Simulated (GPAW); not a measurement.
The Mg K edge of atom 4 in MgNi3C (Pm-3m), with 12 Ni at 2.69 Å (cuboctahedral, site symmetry m-3m), was computed in 2 ways: excited-electron core hole (neutral cell) and no core hole. Program and functional: GPAW, LDA, Gaussian full width 0.9 eV up to 4 eV, rising linearly to 3.5 eV at 25 eV; cells of 5 and 10 atoms (the run without a hole in the smaller).

Each run is counted from its own lowest empty level or Fermi level and scaled to a mean of 1 over its first 20 eV.

```
E (eV)  run 1  run 2
 -2.00   0.00   0.00
 -1.25   0.00   0.00
 -0.50   0.02   0.03
  0.25   0.16   0.19
  1.00   0.19   0.14
  1.75   0.47   0.27
  2.50   0.91   0.34
  3.25   1.77   0.65
  4.00   1.99   1.46
  4.75   1.33   1.32
  5.50   1.01   1.56
  6.25   0.82   1.25
  7.00   0.53   1.04
  7.75   0.51   0.76
  8.50   0.63   0.59
  9.25   0.76   0.63
 10.00   0.75   0.73
 10.75   0.74   0.79
 11.50   0.76   0.76
 12.25   0.80   0.69
 13.00   0.92   0.67
 13.75   1.14   0.73
 14.50   1.45   0.88
 15.25   1.72   1.11
 16.00   1.76   1.43
 16.75   1.54   1.77
 17.50   1.24   1.94
 18.25   1.05   1.87
 19.00   0.95   1.73
 19.75   0.85   1.69
 20.50   0.74   1.67
 21.25   0.65   1.55
 22.00   0.59   1.36
 22.75   0.56   1.16
 23.50   0.53   1.02
 24.25   0.48   0.91
 25.00   0.44   0.81
 25.75   0.40   0.71
 26.50   0.38   0.62
 27.25   0.37   0.57
 28.00   0.36   0.54
 28.75   0.35   0.54
 29.50   0.33   0.53
 30.25   0.32   0.50
 31.00   0.33   0.45
 31.75   0.39   0.41
```

Question: Which run is which?

Run 1: excited-electron core hole (neutral cell) (area from −2 to 6 eV 6.0, main maxima 3.7 eV (2.09) and 15.7 eV (1.78)). Run 2: no core hole (area from −2 to 6 eV 4.6, main maxima 0.4 eV (0.21), 4.2 eV (1.52), 5.6 eV (1.57), 10.9 eV (0.79) and 17.6 eV (1.94)). With each curve scaled to its own mean, the area from −2 to 6 eV with the hole is 6.0 against 4.6, and the centre of weight from −1 to 20 eV moves by -1.0 eV: the hole pulls the absorber's empty states down.

[Banner, clock and machine lines of the logs are left out without a mark of their own.]

[Logs are printed without paths, hosts, clocks, repeated set-up lines and the standing remarks that a program may print on its own settings, such as how far it seeks lower states.]

[Hosts, paths, dates, database ids (printed as entryN), source tags and the programs' standing remarks are cut or masked in the printed files.]

[Lists of maxima count a maximum above −3 eV only where it reaches 4 % of the highest in the window and stands out from its surroundings by 2 % of it (1.5 % where it reaches 55 %); shoulders and weaker maxima are passed over, and of the rest the first, up to two pre-edge ones and the few strongest are named.]
